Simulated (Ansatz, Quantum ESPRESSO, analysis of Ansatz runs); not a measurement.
**A hop of Cd in Li2CdCl4 (Imma), charge −2 (Quantum ESPRESSO)**

Wanted: path and barrier of a jump of Cd in Li2CdCl4 (Imma) at charge −2. The case: V_Cd hop (3.8 Å), in a cell of 56 host atoms with 1 Cd taken out.

Calculated with Quantum ESPRESSO 7.5; Quantum ESPRESSO plane-wave DFT, PBEsol, GBRV 1.5 PBEsol potentials; nudged elastic band between two relaxed defect structures at fixed charge in a uniform background.

This is a report of a sequence of runs, with most program output left out.

### 1. The structure

The cell holds 55 atoms: 16 Li, 7 Cd and 32 Cl. Its edges and angles: a = 12.949 Å, b = 12.809 Å, c = 10.609 Å, α = 66.4°, β = 65.0°, γ = 48.6°. It derives from Li2CdCl4 (space group Imma). Nearest the centre at fractional (0.125, 0.875, 0.625): Cd17 at 1.72 Å, Cl28 at 1.90 Å, Cl39 at 1.91 Å, Li5 at 3.01 Å, Li12 at 3.01 Å, Cl27 at 3.12 Å, Cl32 at 3.20 Å, Cl52 at 3.33 Å. The cell carries charge −2.

The cell's shortest repeat is 10.6 Å.

### 2. Relaxation of the start point, charge −2

A barrier is counted from a minimum, so both ends are relaxed first. Quantum ESPRESSO starts from the structure that Ansatz relaxed. The charge of −2 is set by the electron count, and a uniform background keeps the cell neutral.

The input, pw.in:

```
&CONTROL
  calculation = 'relax'
  prefix = 'pwscf'
  outdir = './tmp'
  pseudo_dir = './pseudo'
  tprnfor = .true.
  disk_io = 'low'
  nstep = 70
  forc_conv_thr = 0.00078
  etot_conv_thr = 0.0001
/
&SYSTEM
  ibrav = 0
  nat = 55
  ntyp = 3
  ecutwfc = 40
  ecutrho = 324
  nbnd = 183
  occupations = 'fixed'
  tot_charge = -2
  nosym = .true.
/
&ELECTRONS
  conv_thr = 6d-08
  electron_maxstep = 100
  mixing_beta = 0.5
/
&IONS
  ion_dynamics = 'bfgs'
/
ATOMIC_SPECIES
Li     6.9400 li_pbesol_v1.4.uspp.F.UPF
Cd   112.4140 cd_pbesol_v1.uspp.F.UPF
Cl    35.4500 cl_pbesol_v1.4.uspp.F.UPF
CELL_PARAMETERS angstrom
   0.0000000000    7.6206933794   10.4688316414
   7.3802304228    0.0000000000   10.4688316414
   7.3802304228    7.6206933794    0.0000000000
ATOMIC_POSITIONS crystal
Li     0.1934169901    0.4518040198    0.0484978300
Li     0.4384620101    0.6977679097    0.3048576999
Li     0.6969877402    0.9455756595    0.5545351099
Li     0.9409930702    0.1954557397    0.8024456600
Li     0.1375567502    0.6282705797    0.6361624898
Li     0.3626396603    0.8720988995    0.8638357398
Li     0.6259458500    0.1267295299    0.1217436600
Li     0.8741477901    0.3736148397    0.3782200300
[... 43 atom lines left out ...]
Cl     0.1147881501    0.1349806299    0.3651517999
Cl     0.3678408402    0.3774646297    0.6180238099
Cl     0.6144322103    0.6311982796    0.8687875699
Cl     0.8630884401    0.8821619296    0.1228125600
K_POINTS crystal
1
0.25 0.25 0.25 1.0
```

On the command line:

```bash
$ OMP_NUM_THREADS=1 mpirun -n 16 pw.x -in pw.in > pw.out
```

The job ended after 79 s (16 MPI ranks of Intel Xeon 6975P-C (Granite Rapids), shared host; peak memory 4.8 GiB).

No atom moved by 0.005 Å in the relaxation.

Neighbours of Cd17 at the end:

```
atom  distance (Å)
Cl39         2.530
Cl28         2.531
Cl52         2.597
Cl27         2.611
Cl40         2.730
Cl51         2.736
 Li5         3.587
Li12         3.589
```

This step gave:

```yaml
highest_filled_level: 2.184 eV
lowest_empty_level: 5.775 eV
r_m_s_move_of_the_farther_half_of_the_atoms: 0.04928 Å
largest_move_from_the_ideal_geometry_of_this_structure_a_common_shift_of_the_far_atoms_taken_out: 0.2865 Å
```

The relaxation gained 0.002 eV and ended with a largest force component of 0.017 eV/Å.

### 3. Relaxation of the end point, charge −2

The end point is relaxed in the same cell and settings, so that the two energies compare. It starts from Ansatz's end point.

The input, pw.in:

```
&CONTROL
  calculation = 'relax'
  prefix = 'pwscf'
  outdir = './tmp'
  pseudo_dir = './pseudo'
  tprnfor = .true.
  disk_io = 'low'
  nstep = 70
  forc_conv_thr = 0.00078
  etot_conv_thr = 0.0001
/
&SYSTEM
  ibrav = 0
  nat = 55
  ntyp = 3
  ecutwfc = 40
  ecutrho = 324
  nbnd = 183
  occupations = 'fixed'
  tot_charge = -2
  nosym = .true.
/
&ELECTRONS
  conv_thr = 6d-08
  electron_maxstep = 100
  mixing_beta = 0.5
/
&IONS
  ion_dynamics = 'bfgs'
/
ATOMIC_SPECIES
Li     6.9400 li_pbesol_v1.4.uspp.F.UPF
Cd   112.4140 cd_pbesol_v1.uspp.F.UPF
Cl    35.4500 cl_pbesol_v1.4.uspp.F.UPF
CELL_PARAMETERS angstrom
   0.0000000000    7.6206933794   10.4688316414
   7.3802304228    0.0000000000   10.4688316414
   7.3802304228    7.6206933794    0.0000000000
ATOMIC_POSITIONS crystal
Li     0.1939540801    0.4487616898    0.0514408600
Li     0.4441701201    0.6921976797    0.3100757199
[... 1 atom line left out ...]
Li     0.9463430802    0.1900002997    0.8080445000
Li     0.1124806302    0.6534187097    0.6112981698
[... 6 atom lines left out ...]
Li     0.8769269903    0.8890931295    0.8467521399
[... 1 atom line left out ...]
Li     0.2983178301    0.0577388998    0.4423086800
[... 2 atom lines left out ...]
Cd     0.2389140901   -0.2346913201    0.7349979699
[... 9 atom lines left out ...]
Cl     0.8805471202    0.8641313195    0.6361441499
Cl     0.2554469802    0.7400674797    0.5016008899
[... 3 atom lines left out ...]
Cl     0.1174497203    0.6375093696    0.8626719098
[... 6 atom lines left out ...]
Cl     0.9967342903    0.9989529794    0.7594382899
[... 5 atom lines left out ...]
Cl     0.3840533902    0.8659388096    0.6341942998
[... 6 atom lines left out ...]
Cl     0.1180370601    0.1378942999    0.3618977899
[... 2 atom lines left out ...]
Cl     0.8601506401    0.8831670196    0.1179393700
K_POINTS crystal
1
0.25 0.25 0.25 1.0
```

It took 84 s on 16 MPI ranks; peak memory 4.8 GiB.

No atom moved by 0.005 Å in the relaxation.

Neighbours of Cd17 at the end:

```
atom  distance (Å)
Cl28         2.530
Cl39         2.531
Cl45         2.597
Cl32         2.613
Cl49         2.729
Cl42         2.735
Li12         3.589
 Li5         3.590
```

This step gave:

```yaml
highest_filled_level: 2.188 eV
lowest_empty_level: 5.776 eV
r_m_s_move_of_the_farther_half_of_the_atoms: 0.04935 Å
largest_move_from_the_ideal_geometry_of_this_structure_a_common_shift_of_the_far_atoms_taken_out: 0.2917 Å
```

The relaxation gained 0.002 eV and ended with a largest force component of 0.017 eV/Å. The end lies within 1 meV of the start.

### 4. Nudged elastic band, charge −2

5 movable images are laid between the ends on the band that Ansatz converged, shifted to this program's ends. Each image feels the true force across the path and a spring force along it. The highest image is set to climb to the top of the path.

This step: Quantum ESPRESSO plane-wave DFT, PBEsol, GBRV 1.5 PBEsol potentials; nudged elastic band between two relaxed defect structures at fixed charge in a uniform background.

The input, neb.in:

```
BEGIN
BEGIN_PATH_INPUT
&PATH
  restart_mode = 'from_scratch'
  string_method = 'neb'
  nstep_path = 45
  ds = 1.5
  opt_scheme = 'broyden'
  num_of_images = 7
  k_max = 0.3
  k_min = 0.2
  CI_scheme = 'auto'
  path_thr = 0.05
/
END_PATH_INPUT
BEGIN_ENGINE_INPUT
&CONTROL
  prefix = 'pwscf'
  outdir = './tmp'
  pseudo_dir = './pseudo'
  disk_io = 'low'
/
&SYSTEM
  ibrav = 0
  nat = 55
  ntyp = 3
  ecutwfc = 40
  ecutrho = 324
  nbnd = 183
  occupations = 'fixed'
  tot_charge = -2
  nosym = .true.
/
&ELECTRONS
  conv_thr = 6d-08
  electron_maxstep = 100
  mixing_beta = 0.5
/
ATOMIC_SPECIES
Li     6.9400 li_pbesol_v1.4.uspp.F.UPF
Cd   112.4140 cd_pbesol_v1.uspp.F.UPF
Cl    35.4500 cl_pbesol_v1.4.uspp.F.UPF
CELL_PARAMETERS angstrom
   0.0000000000    7.6206933794   10.4688316414
   7.3802304228    0.0000000000   10.4688316414
   7.3802304228    7.6206933794    0.0000000000
BEGIN_POSITIONS
FIRST_IMAGE
ATOMIC_POSITIONS crystal
Li     0.1934174584    0.4517949393    0.0485025012
Li     0.4384531393    0.6977652751    0.3048452342
Li     0.6970001466    0.9455747433    0.5545424722
Li     0.9409622305    0.1954705297    0.8024517536
Li     0.1375856766    0.6282465365    0.6361681066
Li     0.3626099023    0.8721248983    0.8638232425
Li     0.6259244711    0.1267523170    0.1217481379
Li     0.8741677590    0.3736013480    0.3782083109
Li     0.1258967285    0.1219875074    0.1265075825
Li     0.3741947804    0.3786234591    0.3731907697
Li     0.5983443359    0.6361046851    0.6279023040
Li     0.9015447719    0.8643628457    0.8720213811
Li     0.0615943307    0.8027430067    0.1948513879
Li     0.3065975895    0.0486382372    0.4514285397
Li     0.5592517063    0.3048346385    0.6972747741
Li     0.8031803541    0.5548488441    0.9451417062
Cd     0.0140008971   -0.0099593563    0.5099453008
Cd     0.2500880003    0.2501927100    0.7497990147
Cd     0.4860842871    0.5103370539   -0.0101439304
Cd     0.7499606922    0.7502358381    0.2499580714
Cd    -0.0014266358    0.5017270342    0.5013069380
Cd     0.5014440490   -0.0011598238   -0.0015304487
Cd     0.7501040164    0.2502057834    0.2498279184
Cl     0.1321903810    0.1228684893    0.8818430923
Cl     0.3852291466    0.3652574282    0.1348112453
Cl     0.6367761998    0.6181619135    0.3772010116
Cl     0.8856089888    0.8690670149    0.6311099464
Cl     0.2480571948    0.7476269238    0.4942999899
Cl     0.4970402266    1.0012433638    0.7525253765
Cl     0.7426803577    0.2530854021    0.0058416115
Cl     0.9964540124    0.4993092060    0.2539572593
Cl     0.1121289952    0.6320775731    0.8683917986
Cl     0.3675015177    0.8893759661    0.1118787346
Cl     0.6169583060    0.1361307547    0.3640866237
Cl     0.8686419456    0.3882622164    0.6107412221
Cl     0.2494181075    0.2465527951    0.0003827187
Cl     0.5013594148    0.4945741632    0.2464640980
Cl     0.7504794436    0.7479190334    0.4984678641
Cl     0.9890425294    1.0066618876    0.7521699717
Cl    -0.0011972593    0.0058461183    0.2532743772
Cl     0.2506484704    0.2539738643    0.4992796110
Cl     0.5110421657    0.4936760657    0.7476556245
Cl     0.7494766442    0.7525482440    1.0014394529
Cl     0.1325734741    0.6111281066    0.3877866518
Cl     0.3878785819    0.8684315151    0.6315850078
Cl     0.6314835755    0.1121643229    0.8891144768
Cl     0.8831726654    0.3643424639    0.1356800900
Cl     0.0031489419    0.4992411039    0.7471856100
Cl     0.2520882191    0.7527883472    1.0055108441
Cl     0.5034907239    0.0011731243    0.2459074616
Cl     0.7574531708    0.2473204667    0.4938962053
Cl     0.1148737783    0.1351208609    0.3650160810
Cl     0.3679444065    0.3775826324    0.6178996601
Cl     0.6145176858    0.6312968996    0.8686933760
Cl     0.8631904190    0.8822854466    0.1226921632
INTERMEDIATE_IMAGE
ATOMIC_POSITIONS crystal
Li     0.1926974926    0.4527735664    0.0474228490
Li     0.4491871772    0.6914396719    0.2944952327
[... 53 atom lines left out ...]
INTERMEDIATE_IMAGE
ATOMIC_POSITIONS crystal
Li     0.1928358283    0.4529104807    0.0472801553
Li     0.4552709146    0.6877215119    0.2901541083
[... 53 atom lines left out ...]
INTERMEDIATE_IMAGE
ATOMIC_POSITIONS crystal
Li     0.1912787784    0.4542035453    0.0459195817
Li     0.4544206365    0.6848649397    0.2941784890
[... 53 atom lines left out ...]
INTERMEDIATE_IMAGE
ATOMIC_POSITIONS crystal
Li     0.1907899723    0.4652772795    0.0349058264
Li     0.4587615664    0.6831671442    0.2948522105
[... 53 atom lines left out ...]
INTERMEDIATE_IMAGE
ATOMIC_POSITIONS crystal
Li     0.1926760948    0.4592245681    0.0409818734
Li     0.4547248595    0.6854602551    0.3000998792
[... 53 atom lines left out ...]
LAST_IMAGE
ATOMIC_POSITIONS crystal
Li     0.1939810502    0.4487462131    0.0514530260
Li     0.4441369231    0.6921886932    0.3101174072
[... 1 atom line left out ...]
Li     0.9463437726    0.1899587568    0.8080508912
Li     0.1124876734    0.6534109886    0.6112795308
[... 6 atom lines left out ...]
Li     0.8769153672    0.8891029225    0.8467736461
[... 1 atom line left out ...]
Li     0.2982934021    0.0577167762    0.4423332731
[... 2 atom lines left out ...]
Cd     0.2389559381   -0.2347071526    0.7350112440
[... 9 atom lines left out ...]
Cl     0.8805292969    0.8641516229    0.6361240998
Cl     0.2554719463    0.7400334460    0.5013377894
[... 3 atom lines left out ...]
Cl     0.1174026294    0.6373346437    0.8628418162
[... 6 atom lines left out ...]
Cl     0.9964659473    0.9992191666    0.7594558480
[... 5 atom lines left out ...]
Cl     0.3842154354    0.8660131449    0.6341200847
[... 6 atom lines left out ...]
Cl     0.1180552882    0.1378697441    0.3619158848
[... 2 atom lines left out ...]
Cl     0.8602290863    0.8833090994    0.1177913186
END_POSITIONS
K_POINTS crystal
1
0.25 0.25 0.25 1.0
END_ENGINE_INPUT
END
```

On the command line:

```bash
$ OMP_NUM_THREADS=1 mpirun -n 16 neb.x -ni 4 -inp neb.in > neb.out
```

The job ended after 27 min (16 MPI ranks; peak memory 13 GiB; 7.2 h of CPU time).

The path, image by image:

```
image  path (Å)  energy (eV)    Cd17: x, y, z (Å)
    0     0.000       0.0000  3.690, 3.993, 0.042
    1     0.909       0.2193  3.689, 4.591, 0.268
    2     1.655       0.3933  3.690, 5.195, 0.550
    3     2.421       0.3299  3.691, 5.649, 0.853
    4     3.188       0.3820  3.691, 6.113, 0.633
    5     3.987       0.2495  3.693, 6.765, 0.304
    6     4.955      -0.0003  3.692, 7.422, 0.044
```

This step gave:

```
barrier forward  : 0.3933 eV
barrier backward : 0.3937 eV
end less start   : -3.17e-4 eV
hop length       : 3.429 Å
```

The band met its tolerance of 0.05 eV/Å after 6 iterations, with image 2 on top (the start counts as 0). Cd17, which moves farthest between the ends, has 6 Cl at 2.53 to 2.74 Å nearest at the start and 3 Cl at 2.40 to 2.51 Å at the top. The path has 2 maxima, and only the highest was climbed.

### 5. What came out

```
barrier forward                         : 0.39 eV (in doubt, see below)
barrier backward                        : 0.39 eV
end less start                          : 0.00 eV
hop length                              : 3.43 Å
band iterations, as the log counts them : 6
```

In words: The top of the band lies 0.39 eV above the start and 0.39 eV above the end, which are alike in energy and neighbours. The path has 2 maxima, and only the highest was climbed. With an assumed prefactor of 1e13 per second it gives one hop a second along this one path at about 150 K; whether such hops link up through the crystal wasn't checked. At the top Cd17 stands 2.40 Å from its nearest Cl, 0.13 Å closer than at the start. The order of the top as a saddle was not checked for all atoms, so a bent path could be lower. No image-charge correction is applied; it largely cancels along a path if the charge stays localised alike. What this leaves open: one k-point off the zone centre stands for the whole zone; spin–orbit coupling, which can matter with heavy atoms, is left out.

[Logs are printed without paths, hosts, clocks, repeated set-up lines and the standing remarks that a program may print on its own settings, such as how far it seeks lower states.]

[Hosts, paths, dates, database ids (printed as entryN), source tags and the programs' standing remarks are cut or masked in the printed files.]
